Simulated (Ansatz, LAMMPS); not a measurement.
# Static equation of state of glassy 61SiO2-18Al2O3-16Na2O-5SnO2 (mol %) (148 atoms)

Density of this cell: 2.64 g/cm³. The cell holds 148 atoms: 27 Si, 16 Al, 14 Na, 2 Sn and 89 O. Its edges and angles: a = 12.733 Å, b = 12.694 Å, c = 12.356 Å, α = 90.0°, β = 90.3°, γ = 90.7°. The starting structure: 148 atoms (27 Si, 16 Al, 14 Na, 2 Sn, 89 O) placed at random at 2.66 g/cm³, melted at 4000 K for 10 ps at fixed volume with the Morse and Coulomb pair potential with partial charges (Pedone, Malavasi, Menziani, Cormack and Segre, J. Phys. Chem. B 110, 11780 (2006)). Quenched from 4000 K to 300 K at 25 K/ps and fixed volume, held 10 ps at zero pressure.

Calculated with Ansatz 0.2.0: Kohn-Sham DFT, PBE, PAW (set soft_2), plane waves; cutoff 420 eV, Γ point, gaussian smearing of 0.05 eV. Cell and atoms were relaxed first, to V0 = 13.493 Å³ an atom at a residual P0 = 0.013 GPa. The cell was then scaled evenly, and the atoms were relaxed at each volume.

```
volume (Å³/atom)  pressure (GPa)
          12.683           3.777
          13.088               ?
          13.897          -1.697
          14.302          -3.313
```

Task: Fit the third-order Birch–Murnaghan equation to the rows given and interpolate to the withheld row.

**Working.**

Take the Eulerian strain f = ½[(V0/V)^(2/3) − 1] and the normalised pressure F = (P − P0) / [3f(1 + 2f)^(5/2)]. The third-order Birch–Murnaghan equation is then the line F = B0 + (3/2)B0(B′ − 4) f, so u = f and v = F.

| u = f | v = F (GPa) |
| --- | --- |
| 0.0210566 | 53.7457 |
| -0.00975658 | 61.3600 |
| -0.0190506 | 64.1252 |

With n = 3: mean u = -0.00258353, mean v = 59.7436, Σ(u − ū)² = 8.815e-4, Σ(u − ū)(v − v̄) = -0.22554. Slope b = -0.22554 / 8.815e-4 = -255.86; intercept a = v̄ − b ū = 59.083.

So B0 = a = 59.1 GPa and B′ = 4 + 2b/(3a) = 1.11. At the withheld volume f = 0.01026, F = a + b f = 56.46 GPa, and P = P0 + 3f(1 + 2f)^(5/2) F.

Prediction at 13.088: 1.840 GPa. The run gave 1.863 GPa, so the fit is low by 0.023 GPa (1.2 % of the value).

Among the rows given, the largest miss of the fit is at 14.302, by 0.0087 GPa (0.12 % of the range of the table).

Limits: Static cells at zero temperature; the cell shape is held. The program notes that the SCF threshold of these relaxations is loose for the stress. The quench rate of 25 K/ps is many orders above laboratory rates, so the cell is likely richer in defects and strain than a real sample. The network of bonds at the start is that of the classical potential that made the cell, and needn't be the one that DFT or experiment would give. Only the Γ point is sampled, in a cell whose shortest periodic width is 12 Å.

[Logs are printed without paths, hosts, clocks, repeated set-up lines and the standing remarks that a program may print on its own settings, such as how far it seeks lower states.]

[Hosts, paths, dates, database ids (printed as entryN), source tags and the programs' standing remarks are cut or masked in the printed files.]
